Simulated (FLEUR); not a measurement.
**Collinear magnetic orders of HoRh with FLEUR**

Aim: find out whether HoRh carries moments, and which collinear order costs least.

Program: FLEUR MaX-R8.1. Level of theory: PBEsol with U = 8.2 eV, J = 0.7 eV on Ho f; all-electron FLAPW, Dirac cores, scalar-relativistic bands. Results are calculated unless marked as measured.

### Step 1. Starting point

The structure is cubic, space group Pm-3m (No. 221). The conventional cell has a = 3.388 Å, b = 3.388 Å, c = 3.388 Å, α = 90.00°, β = 90.00°, γ = 90.00°. Ho has 8 Rh at 2.93 Å nearest. Nearest to Rh lie 8 Ho at 2.93 Å. Farther neighbours are not listed.

Coordinates:

```cif
data_structure
_symmetry_space_group_name_H-M 'P 1'
_symmetry_Int_Tables_number 1
_cell_length_a 3.3880
_cell_length_b 3.3880
_cell_length_c 3.3880
_cell_angle_alpha 90.000
_cell_angle_beta 90.000
_cell_angle_gamma 90.000
_cell_volume 38.89
loop_
_atom_site_label
_atom_site_type_symbol
_atom_site_fract_x
_atom_site_fract_y
_atom_site_fract_z
_atom_site_occupancy
Ho1 Ho 0.00000 0.00000 0.00000 1
Rh2 Rh 0.50000 0.50000 0.50000 1
```

### Step 2. Order 1, typed as ferro +

The parallel start is the test of whether parallel moments hold. A Hubbard U acts on the open shell, since semilocal functionals spread its electrons too much.

The file n_mmp_mat seeds the f occupations with whole cubic orbitals by Hund's first rule, so that the U acts from the first pass. inpgen writes inp.xml from crystal.txt; cutoffs, mixing, functional, smearing and local orbitals are then set in the file. The k list default-1 (kpts.xml, not shown) is a Γ-centred 8×8×8 mesh; where the ranks do not divide the number of points, some are split in two of half the weight.

inp.xml reads:

```
<?xml version="1.0" encoding="UTF-8" standalone="no"?>
<fleurInput fleurInputVersion="0.39">
   <comment>
      HoRh
   </comment>
   <calculationSetup>
      <cutoffs Kmax="3.6" Gmax="14.4" GmaxXC="14.4" numbands="0"/>
      <scfLoop itmax="130" minDistance="0.0001" maxIterBroyd="15" imix="Anderson" alpha="0.05" precondParam="0.0" spinf="2.0" sdNocoIR="T"/>
      <coreElectrons ctail="T" frcor="F" kcrel="0" coretail_lmax="0"/>
      <xcFunctional name="PBEs" relativisticCorrections="F"/>
      <magnetism jspins="2"/>
      <soc l_soc="F" theta="0.0" phi="0.0" spav="F"/>
      <expertModes spex="0" secvar="F"/>
      <geometryOptimization l_f="F" forcealpha="1.0" forcemix="BFGS" epsdisp="0.00001" epsforce="0.00001"/>
      <ldaU l_linMix="F" mixParam="0.05" spinf="1.0"/>
   </calculationSetup>
   <cell>
      <bzIntegration valenceElectrons="36.0" mode="hist" fermiSmearingEnergy="0.00293995">
         <kPointListSelection listName="default-1"/>
         <xi:include xmlns:xi="http://www.w3.org/2001/XInclude" href="kpts.xml"> </xi:include>
      </bzIntegration>
      <xi:include xmlns:xi="http://www.w3.org/2001/XInclude" href="sym.xml"> </xi:include>
      <bulkLattice scale="1.0">
         <bravaisMatrix>
            <row-1>    6.4023921101447998     0.0000000000000000     0.0000000000000000</row-1>
            <row-2>    0.0000000000000000     6.4023921101447998     0.0000000000000000</row-2>
            <row-3>    0.0000000000000000     0.0000000000000000     6.4023921101447998</row-3>
         </bravaisMatrix>
      </bulkLattice>
   </cell>
   <atomSpecies>
      <species name="Holmium (H4.000" element="Ho" atomicNumber="67">
         <mtSphere radius="2.7" gridPoints="893" logIncrement="0.015"/>
         <atomicCutoffs lmax="10" lnonsphr="8"/>
         <electronConfig flipSpins="F">
            <coreConfig>(1s1/2) (2s1/2) (2p1/2) (2p3/2) (3s1/2) (3p1/2) (3p3/2) (4s1/2) (3d3/2) (3d5/2) (4p1/2) (4p3/2) (4d3/2) (4d5/2)</coreConfig>
            <valenceConfig>(5s1/2) (5p1/2) (5p3/2) (6s1/2) (4f5/2) (4f7/2)</valenceConfig>
            <stateOccupation state="(4f5/2)" spinUp="3.0" spinDown="1.7142857142857"/>
            <stateOccupation state="(4f7/2)" spinUp="4.0" spinDown="2.2857142857143"/>
         </electronConfig>
         <energyParameters s="6" p="6" d="5" f="4"/>
         <ldaU l="3" U="8.2" J="0.7" l_amf="F"/>
         <lo type="SCLO" l="0" n="5" eDeriv="0"/>
         <lo type="SCLO" l="1" n="5" eDeriv="0"/>
      </species>
      <species name="Rhodium (Rh)" element="Rh" atomicNumber="45">
         <mtSphere radius="2.7" gridPoints="893" logIncrement="0.014"/>
         <atomicCutoffs lmax="10" lnonsphr="8"/>
         <electronConfig flipSpins="F">
            <coreConfig>(1s1/2) (2s1/2) (2p1/2) (2p3/2) (3s1/2) (3p1/2) (3p3/2) (4s1/2) (3d3/2) (3d5/2)</coreConfig>
            <valenceConfig>(4p1/2) (4p3/2) (5s1/2) (4d3/2) (4d5/2)</valenceConfig>
            <stateOccupation state="(5s1/2)" spinUp="0.500000" spinDown="0.500000"/>
            <stateOccupation state="(4d3/2)" spinUp="1.600000" spinDown="1.600000"/>
            <stateOccupation state="(4d5/2)" spinUp="2.400000" spinDown="2.400000"/>
         </electronConfig>
         <energyParameters s="5" p="5" d="4" f="4"/>
         <lo type="SCLO" l="1" n="4" eDeriv="0"/>
      </species>
   </atomSpecies>
   <atomGroups>
      <atomGroup species="Holmium (H4.000">
         <relPos label="                   1">.0000000000 .0000000000 .0000000000</relPos>
         <force calculate="T" relaxXYZ="TTT"/>
      </atomGroup>
      <atomGroup species="Rhodium (Rh)">
         <relPos label="                   2">1.000/2.000 1.000/2.000 1.000/2.000</relPos>
         <force calculate="T" relaxXYZ="TTT"/>
      </atomGroup>
   </atomGroups>
   <output dos="F" band="F" slice="F">
      <bandDOS minEnergy="-.5*Htr" maxEnergy="0.5*Htr" sigma="0.015" storeEVData="T"/>
      <plotting iplot="0" polar="F">
         <plot TwoD="T" vec1="  1.0  0.0  0.0" vec2="  0.0  1.0  0.0" vec3="  0.0  0.0  1.0" zero="  0.0  0.0  0.0" file="plot"/>
      </plotting>
      <moessbauerParams electricFieldGradient="F" isomerShift="F" coreHyperfine="F" valenceHyperfine="F"/>
   </output>
</fleurInput>
```

crystal.txt reads:

```
HoRh
&input film=F cartesian=F /
3.38800000000  0.00000000000  0.00000000000
0.00000000000  3.38800000000  0.00000000000
0.00000000000  0.00000000000  3.38800000000
1.8897261246
1.0 1.0 1.0

2
67 0.00000000000  0.00000000000  0.00000000000 : 4.000
45 0.50000000000  0.50000000000  0.50000000000

&kpt div1=8 div2=8 div3=8 gamma=T /
```

Launch:

```bash
OMP_NUM_THREADS=1 inpgen -f crystal.txt > inpgen.log  # inp.xml is then edited as shown
OMP_NUM_THREADS=1 mpirun -n 4 fleur_MPI > fleur.log
```

Log:

```text
Welcome to FLEUR        (www.flapw.de)
      MaX-Release 8.1          (www.max-centre.eu)

 ========== k-point set info ==========
 Selected k-point list: default-1
 k-point list type: mesh
 0 x 0 x 0
 Number of k points: 36

 ------------Calculation Setup---------------------------
 Number of MPI-tasks      :            4
 Number of PE/node        :            4
 Number of OMP-threads    :            1
 k-points in parallel     :            4
 pe's per k-point         :            1
 No of k-point loops      :            9
 Eigenvalue solver        :       lapack
 Number of basis functions:          228
 Approximate size of matrices (H+S) per k-point:         0.001 GB
 --------------------------------------------------------
 Iteration:     1   Distance:      56.69010391 me/bohr^3
 Iteration:     2   Distance:      52.17396778 me/bohr^3
 Iteration:     3   Distance:      47.45060729 me/bohr^3
 Iteration:     4   Distance:      44.91050232 me/bohr^3
 Iteration:     5   Distance:      30.14717123 me/bohr^3
 Iteration:     6   Distance:      13.24452415 me/bohr^3
 Iteration:     7   Distance:      10.55231329 me/bohr^3
 Iteration:     8   Distance:       3.99113252 me/bohr^3
 Iteration:     9   Distance:       3.09697353 me/bohr^3
 Iteration:    10   Distance:       2.26799424 me/bohr^3
 Iteration:    11   Distance:       1.47261160 me/bohr^3
 Iteration:    12   Distance:       1.38991992 me/bohr^3
 Iteration:    13   Distance:       0.76185318 me/bohr^3
 Iteration:    14   Distance:       0.70518584 me/bohr^3
 Iteration:    15   Distance:       0.04345331 me/bohr^3
 Iteration:    16   Distance:       0.03808289 me/bohr^3
 Iteration:    17   Distance:       0.03345672 me/bohr^3
 Iteration:    18   Distance:       0.02232758 me/bohr^3
 Iteration:    19   Distance:       0.00383641 me/bohr^3
 Iteration:    20   Distance:       0.00319536 me/bohr^3
 Iteration:    21   Distance:       0.00131298 me/bohr^3
 Iteration:    22   Distance:       0.00058717 me/bohr^3
 Iteration:    23   Distance:       0.00014880 me/bohr^3
 Iteration:    24   Distance:       0.00012664 me/bohr^3
 Iteration:    25   Distance:       0.00001666 me/bohr^3

 ********************************************************************
 Run finished successfully
 Stop message:
   all done
 ********************************************************************

--- out.xml (last complete iteration) ---
<iteration numberForCurrentRun="   25" overallNumber="   25">
         [... left out ...]
         <bandgap value="0.0126053318" units="eV"/>
         <sumValenceSingleParticleEnergies value="-8.5110519212" units="Htr"/>
         <FermiEnergy value="0.3975135241" units="Htr"/>
         <valenceDensity>
            <mtCharges spin="1">
               <mtCharge atomType="1" total="11.5904232" s="1.1307350" p="3.0144012" d="0.4513934" f="6.9877815"/>
               <mtCharge atomType="2" total="7.1924506" s="0.2659795" p="3.1621559" d="3.7494214" f="0.0108939"/>
            </mtCharges>
            <mtCharges spin="2">
               <mtCharge atomType="1" total="7.5346094" s="1.1235424" p="2.9959675" d="0.3931277" f="3.0158565"/>
               <mtCharge atomType="2" total="7.2439636" s="0.2657529" p="3.1490147" d="3.8154312" f="0.0102282"/>
            </mtCharges>
            <spinDependentCharge spin="1" total="20.0277769" interstitial="1.2449031" mtSpheres="18.7828738"/>
            <spinDependentCharge spin="2" total="15.9722231" interstitial="1.1936501" mtSpheres="14.7785729"/>
            <totalCharge value="36.0000000000"/>
         </valenceDensity>
         [... left out ...]
         <allElectronCharges>
            <spinDependentCharge spin="1" total="58.0277769" interstitial="1.2452612" mtSpheres="56.7825157"/>
            <spinDependentCharge spin="2" total="53.9722231" interstitial="1.1940077" mtSpheres="52.7782154"/>
            <totalCharge value="111.9999999776"/>
         </allElectronCharges>
         <magneticMomentsInMTSpheres units="muBohr">
            <globalMagMoment atomType="1" vec="0.00000   0.00000   4.05581"/>
            <localMagMoment atomType="1" vec="0.00000   0.00000   4.05581"/>
            <globalMagMoment atomType="2" vec="0.00000   0.00000  -0.05151"/>
            <localMagMoment atomType="2" vec="0.00000   0.00000  -0.05151"/>
         </magneticMomentsInMTSpheres>
         <moessbauerParams unitsHFF="kG" unitsIS="e/bohr^3" unitsEFG="Htr/bohr^2">
         </moessbauerParams>
         <totalEnergy value="   -17407.4326614292" units="Htr">
            <sumOfEigenvalues value="   -10596.5351542861">
               <coreElectrons value="-10588.0241023650"/>
               <valenceElectrons value="-8.5110519212"/>
            </sumOfEigenvalues>
            <densityCoulombPotentialIntegral value="-28940.0557372873"/>
            <densityEffectivePotentialIntegral value="-29472.0137963143"/>
            <chargeDenXCDenIntegral value="-404.3196240603"/>
            <FockExchangeEnergyValence value="0.0000000000"/>
            <FockExchangeEnergyCore value="0.0000000000"/>
            <atomTypeDependentContributions atomType="1">
               <electronNucleiInteractionDifferentMTs value="15572.5526993748"/>
               <MadelungTerm value="-34.5651044285"/>
            </atomTypeDependentContributions>
            <atomTypeDependentContributions atomType="2">
               <electronNucleiInteractionDifferentMTs value="5788.7479820737"/>
               <MadelungTerm value="-14.1020134606"/>
            </atomTypeDependentContributions>
            <dftUCorrection value="-1.4039885844"/>
            <tkbTimesEntropy value="0.0011176770"/>
            <freeEnergy value="-17407.4337791062"/>
            <extrapolationTo0K value="-17407.4332202677"/>
         </totalEnergy>
         <ldaUDensityMatrix>
            <densityMatrixFor spin="1" atomType="1" uIndex="1" l="3" U="8.20000000" J="0.70000000">
               (+0.99788,+0.00000) (+0.00000,+0.00000) (+0.00000,+0.00000) (+0.00000,+0.00000) (-0.00071,+0.00000) (+0.00000,+0.00000) (+0.00000,+0.00000)
               (+0.00000,+0.00000) (+0.99910,+0.00000) (+0.00000,+0.00000) (+0.00000,+0.00000) (+0.00000,+0.00000) (-0.00030,+0.00000) (+0.00000,+0.00000)
               (+0.00000,+0.00000) (+0.00000,+0.00000) (+0.99825,+0.00000) (+0.00000,+0.00000) (+0.00000,+0.00000) (+0.00000,+0.00000) (-0.00071,+0.00000)
               (+0.00000,+0.00000) (+0.00000,+0.00000) (+0.00000,+0.00000) (+0.99733,+0.00000) (+0.00000,+0.00000) (+0.00000,+0.00000) (+0.00000,+0.00000)
               (-0.00071,+0.00000) (+0.00000,+0.00000) (+0.00000,+0.00000) (+0.00000,+0.00000) (+0.99825,+0.00000) (+0.00000,+0.00000) (+0.00000,+0.00000)
               (+0.00000,+0.00000) (-0.00030,+0.00000) (+0.00000,+0.00000) (+0.00000,+0.00000) (+0.00000,+0.00000) (+0.99910,+0.00000) (+0.00000,+0.00000)
               (+0.00000,+0.00000) (+0.00000,+0.00000) (-0.00071,+0.00000) (+0.00000,+0.00000) (+0.00000,+0.00000) (+0.00000,+0.00000) (+0.99788,+0.00000)
            </densityMatrixFor>
            <densityMatrixFor spin="2" atomType="1" uIndex="1" l="3" U="8.20000000" J="0.70000000">
               (+0.37712,+0.00000) (+0.00000,+0.00000) (+0.00000,+0.00000) (+0.00000,+0.00000) (-0.48061,+0.00000) (+0.00000,+0.00000) (+0.00000,+0.00000)
               (+0.00000,+0.00000) (+0.50308,+0.00000) (+0.00000,+0.00000) (+0.00000,+0.00000) (+0.00000,+0.00000) (+0.49451,+0.00000) (+0.00000,+0.00000)
               (+0.00000,+0.00000) (+0.00000,+0.00000) (+0.62531,+0.00000) (+0.00000,+0.00000) (+0.00000,+0.00000) (+0.00000,+0.00000) (-0.48061,+0.00000)
               (+0.00000,+0.00000) (+0.00000,+0.00000) (+0.00000,+0.00000) (+0.00484,+0.00000) (+0.00000,+0.00000) (+0.00000,+0.00000) (+0.00000,+0.00000)
               (-0.48061,+0.00000) (+0.00000,+0.00000) (+0.00000,+0.00000) (+0.00000,+0.00000) (+0.62531,+0.00000) (+0.00000,+0.00000) (+0.00000,+0.00000)
               (+0.00000,+0.00000) (+0.49451,+0.00000) (+0.00000,+0.00000) (+0.00000,+0.00000) (+0.00000,+0.00000) (+0.50308,+0.00000) (+0.00000,+0.00000)
               (+0.00000,+0.00000) (+0.00000,+0.00000) (-0.48061,+0.00000) (+0.00000,+0.00000) (+0.00000,+0.00000) (+0.00000,+0.00000) (+0.37712,+0.00000)
            </densityMatrixFor>
         </ldaUDensityMatrix>
         <ldaUDensityMatrixConvergence>
            <distance spin="1" distance="0.000000"/>
            <distance spin="2" distance="0.000000"/>
         </ldaUDensityMatrixConvergence>
         <densityConvergence units="me/bohr^3">
            <chargeDensity spin="1" distance="0.0000085925"/>
            <chargeDensity spin="2" distance="0.0000119585"/>
            <overallChargeDensity distance="0.0000166601"/>
            <spinDensity distance="0.0000124947"/>
         </densityConvergence>
      </iteration>
```

Wall time 24 s (4 MPI ranks of Arm Neoverse V1, shared host); peak memory 0.24 GiB.

This step gave:

| Property | Result |
| --- | --- |
| free energy | -473680.4041 eV |
| program's band gap on this mesh (in a metal only a level spacing) | 0.01261 eV |
| magnetization | 4.056 μB |
| final state | ferromagnetic, with opposed induced moments |
| largest moment | 4.056 μB |

After 25 cycles the largest moment stands at 4.06 μB.

[end of part 1 of 3]

[Logs and program files are shortened in this print: banners, set-up blocks, solver, clock and traceback lines can be left out without a mark of their own.]

[Logs are printed without paths, hosts, clocks, repeated set-up lines and the standing remarks that a program may print on its own settings, such as how far it seeks lower states.]

[Hosts, paths, dates, database ids (printed as entryN), source tags and the programs' standing remarks are cut or masked in the printed files.]

[Where a cell is said to come from a database of computed structures, the database is the Materials Project.]
